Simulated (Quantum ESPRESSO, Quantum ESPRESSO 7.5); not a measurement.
## Work function and surface energy of Pb(110) against thickness

How thick must a slab of Pb(110) be?

Method: plane-wave DFT, PBE, GBRV ultrasoft pseudopotentials, in Quantum ESPRESSO 7.5.

This is a report of a sequence of runs, with the program logs left out and the cost of each run kept.

### Step 1. The starting structure

The cell holds 8 atoms: 8 Pb. Cell: a = 4.950 Å, b = 3.500 Å, c = 27.251 Å, α = 90.0°, β = 90.0°, γ = 90.0°. It derives from Pb. Vacuum lies along c.

Structure file:

```cif
data_structure
_symmetry_space_group_name_H-M 'P 1'
_symmetry_Int_Tables_number 1
_cell_length_a 4.9500
_cell_length_b 3.5002
_cell_length_c 27.2506
_cell_angle_alpha 90.000
_cell_angle_beta 90.000
_cell_angle_gamma 90.000
_cell_volume 472.14
loop_
_atom_site_label
_atom_site_type_symbol
_atom_site_fract_x
_atom_site_fract_y
_atom_site_fract_z
_atom_site_occupancy
Pb1 Pb 0.50000 0.50000 0.27522 1
Pb2 Pb 0.00000 0.00000 0.33945 1
Pb3 Pb 0.50000 0.50000 0.40367 1
Pb4 Pb 0.00000 0.00000 0.46789 1
Pb5 Pb 0.50000 0.50000 0.53211 1
Pb6 Pb 0.00000 0.00000 0.59633 1
Pb7 Pb 0.50000 0.50000 0.66055 1
Pb8 Pb 0.00000 0.00000 0.72478 1
```

### Step 2. Running the series

ASE writes the inputs, starts pw.x and reads the results. Under ESM bc1 the zero of energy of a symmetric slab is the vacuum, so the work function is minus the Fermi level.

File run.py:

```python
import json
import numpy as np
from ase.build import fcc110
from ase.calculators.espresso import Espresso, EspressoProfile

profile = EspressoProfile(command='mpirun -n 4 pw.x -nk 4', pseudo_dir='../pseudo')
pseudopotentials = {'Pb': 'pb_pbe_v1.uspp.F.UPF'}
system = {'ecutwfc': 40, 'ecutrho': 200, 'occupations': 'smearing', 'smearing': 'mv', 'degauss': 0.02}


def calculator(name, kpts, **extra):
    data = dict(control=dict(tprnfor=True, verbosity='high', disk_io='none'),
                system=system | extra,
                electrons=dict(conv_thr=1e-07, mixing_beta=0.4, mixing_mode='local-TF',
                               electron_maxstep=100))
    return Espresso(profile=profile, directory=name, pseudopotentials=pseudopotentials, kpts=kpts, input_data=data)


def centre(atoms):
    z = atoms.positions[:, 2]
    atoms.positions[:, 2] -= (z.max() + z.min()) / 2  # ESM wants the slab about z = 0
    return atoms


rows = []
for n in [3, 4, 5, 6, 7, 8]:
    slab = centre(fcc110('Pb', size=(1, 1, n), a=4.95, vacuum=7.5, periodic=True))
    slab.set_initial_magnetic_moments([0.0] * n)
    slab.calc = calculator(f'n{n}', (6, 8, 1), assume_isolated='esm', esm_bc='bc1')
    energy = slab.get_potential_energy()
    work = -slab.calc.get_fermi_level()
    force = slab.get_forces()[-1, 2]
    rows.append([n, energy, work, force])
    print(f'{n} layers: E = {energy:.5f} eV, work function {work:.3f} eV, force on the top atom {force:+.3f} eV/A')

n, energy = np.array(rows)[:, :2].T
slope, offset = np.polyfit(n[1:], energy[1:], 1)
area = np.linalg.norm(np.cross(*slab.cell[:2]))
gamma = offset / (2 * area) * 16.0218
print(f'bulk energy from the slope {slope:.5f} eV an atom; unrelaxed surface energy {gamma:.3f} J/m^2')
json.dump(dict(rows=rows, slope=slope, gamma=gamma), open('result.json', 'w'))
```

Command:

```console
$ OMP_NUM_THREADS=1 python run.py
```

Run time: 19 min. Hardware: 4 MPI ranks of Arm Neoverse V2, shared host; peak memory 1.6 GiB.

This step gave:

- surface energy: 0.3511 J/m²
- work function of the thickest slab: 3.621 eV

The work function by layers:

| layers | work function (eV) |
| --- | --- |
| 3.00 | 3.62 |
| 4.00 | 3.48 |
| 5.00 | 3.63 |
| 6.00 | 3.76 |
| 7.00 | 3.68 |
| 8.00 | 3.62 |

Force on the top atom along the normal against layers:

```
layers  force on the top atom along the normal (eV/Å)
  3.00                                         -0.545
  4.00                                         -0.456
  5.00                                         -0.238
  6.00                                         -0.187
  7.00                                         -0.249
  8.00                                         -0.288
```

The energy less the bulk line's slope by layers:

| layers | energy less the bulk line's slope (meV) |
| --- | --- |
| 3.00 | 754 |
| 4.00 | 770 |
| 5.00 | 724 |
| 6.00 | 775 |
| 7.00 | 792 |
| 8.00 | 736 |

### Step 3. The script: PBE, SG15 norm-conserving

Level of this step: plane-wave DFT, PBE, SG15 norm-conserving pseudopotentials (Quantum ESPRESSO 7.5).

run.py, as its differences from the input of step 2:

```diff
@@ -6,4 +6,4 @@
 profile = EspressoProfile(command='mpirun -n 4 pw.x -nk 4', pseudo_dir='../pseudo')
-pseudopotentials = {'Pb': 'pb_pbe_v1.uspp.F.UPF'}
-system = {'ecutwfc': 40, 'ecutrho': 200, 'occupations': 'smearing', 'smearing': 'mv', 'degauss': 0.02}
+pseudopotentials = {'Pb': 'Pb_ONCV_PBE-1.2.upf'}
+system = {'ecutwfc': 60, 'ecutrho': 240, 'occupations': 'smearing', 'smearing': 'mv', 'degauss': 0.02}
```

Command:

```console
$ OMP_NUM_THREADS=1 python run.py
```

Wall time 44 min (4 MPI ranks); peak memory 2.1 GiB.

This step gave:

```
surface energy                     : 0.3526 J/m²
work function of the thickest slab : 3.622 eV
```

Work function against layers:

| layers | work function (eV) |
| --- | --- |
| 3.00 | 3.61 |
| 4.00 | 3.48 |
| 5.00 | 3.63 |
| 6.00 | 3.76 |
| 7.00 | 3.68 |
| 8.00 | 3.62 |

The force on the top atom along the normal by layers:

| layers | force on the top atom along the normal (eV/Å) |
| --- | --- |
| 3.00 | -0.516 |
| 4.00 | -0.427 |
| 5.00 | -0.235 |
| 6.00 | -0.160 |
| 7.00 | -0.231 |
| 8.00 | -0.274 |

Table of energy less the bulk line's slope by layers:

| layers | energy less the bulk line's slope (meV) |
| --- | --- |
| 3.00 | 758 |
| 4.00 | 773 |
| 5.00 | 727 |
| 6.00 | 778 |
| 7.00 | 795 |
| 8.00 | 739 |

### Step 4. The script, with ecutrho = 20

Another try, with an input changed as a hurried user might.

Level of this step: plane-wave DFT, PBE, GBRV ultrasoft pseudopotentials (Quantum ESPRESSO 7.5).

run.py, as its differences from the input of step 2:

```diff
@@ -7,3 +7,3 @@
 pseudopotentials = {'Pb': 'pb_pbe_v1.uspp.F.UPF'}
-system = {'ecutwfc': 40, 'ecutrho': 200, 'occupations': 'smearing', 'smearing': 'mv', 'degauss': 0.02}
+system = {'ecutwfc': 40, 'ecutrho': 20, 'occupations': 'smearing', 'smearing': 'mv', 'degauss': 0.02}
 
@@ -14,3 +14,3 @@
                 electrons=dict(conv_thr=1e-07, mixing_beta=0.4, mixing_mode='local-TF',
-                               electron_maxstep=100))
+                               electron_maxstep=60))
     return Espresso(profile=profile, directory=name, pseudopotentials=pseudopotentials, kpts=kpts, input_data=data)
@@ -25,3 +25,3 @@
 rows = []
-for n in [3, 4, 5, 6, 7, 8]:
+for n in [3, 4, 5]:
     slab = centre(fcc110('Pb', size=(1, 1, n), a=4.95, vacuum=7.5, periodic=True))
```

Command:

```console
$ OMP_NUM_THREADS=1 python run.py
```

Run time: 2 s. Hardware: 4 MPI ranks; peak memory 0.33 GiB.

The program refused the input before any cycle.

The fault put into the input: a density cutoff under four times the waves' (ecutrho = 20).

ecutrho can't lie under ecutwfc; four times for norm-conserving files and more for ultrasoft ones is the rule.

### Step 5. A check by hand

γ = (E_N − N e_bulk)/(2A). The excess of the thickest slab is 0.736 eV and A = 17.326 Å²: 0.736/(2 × 17.326) × 16.02 = 0.34 J/m² (1 eV/Å² = 16.02 J/m²); the fit's intercept gives 0.35.

### Step 6. What came out

```yaml
work_function_of_the_thickest_slab_pbe_gbrv_ultrasoft: 3.62 eV
unrelaxed_surface_energy_pbe_gbrv_ultrasoft: 0.35 J/m²
work_function_of_the_thickest_slab_pbe_sg15_norm_conserving: 3.62 eV
unrelaxed_surface_energy_pbe_sg15_norm_conserving: 0.35 J/m²
```

What this shows: The thickest slab gives a work function of 3.62 eV and the series an unrelaxed surface energy of 0.35 J/m² (PBE, GBRV ultrasoft). The work function swings by 0.28 eV over 3 to 8 layers and by 0.06 eV over the last step; confined states crossing the Fermi level and the finite mesh both contribute. So 8 layers don't yet hold the work function to 0.05 eV on this mesh. The force on the top atom of the thickest slab points inwards (0.29 eV/Å). The slabs are cut from the bulk at the tabulated lattice constant and not relaxed; the surface energy comes from a straight line through the energies of all but the thinnest slab. Spin-orbit coupling is left out; depending on the atoms that carry the band edges, it can split and shift them by up to an eV.

[Long decimals in the printed logs are rounded to 6 places.]

[Logs are printed without paths, hosts, clocks, repeated set-up lines and the standing remarks that a program may print on its own settings, such as how far it seeks lower states.]

[Hosts, paths, dates, database ids (printed as entryN), source tags and the programs' standing remarks are cut or masked in the printed files.]

[Maps of the electrostatic potential energy from Ansatz leave out the sawtooth potential of an applied field or a dipole correction, so their vacuum need not be flat; planar profiles and work functions include it.]
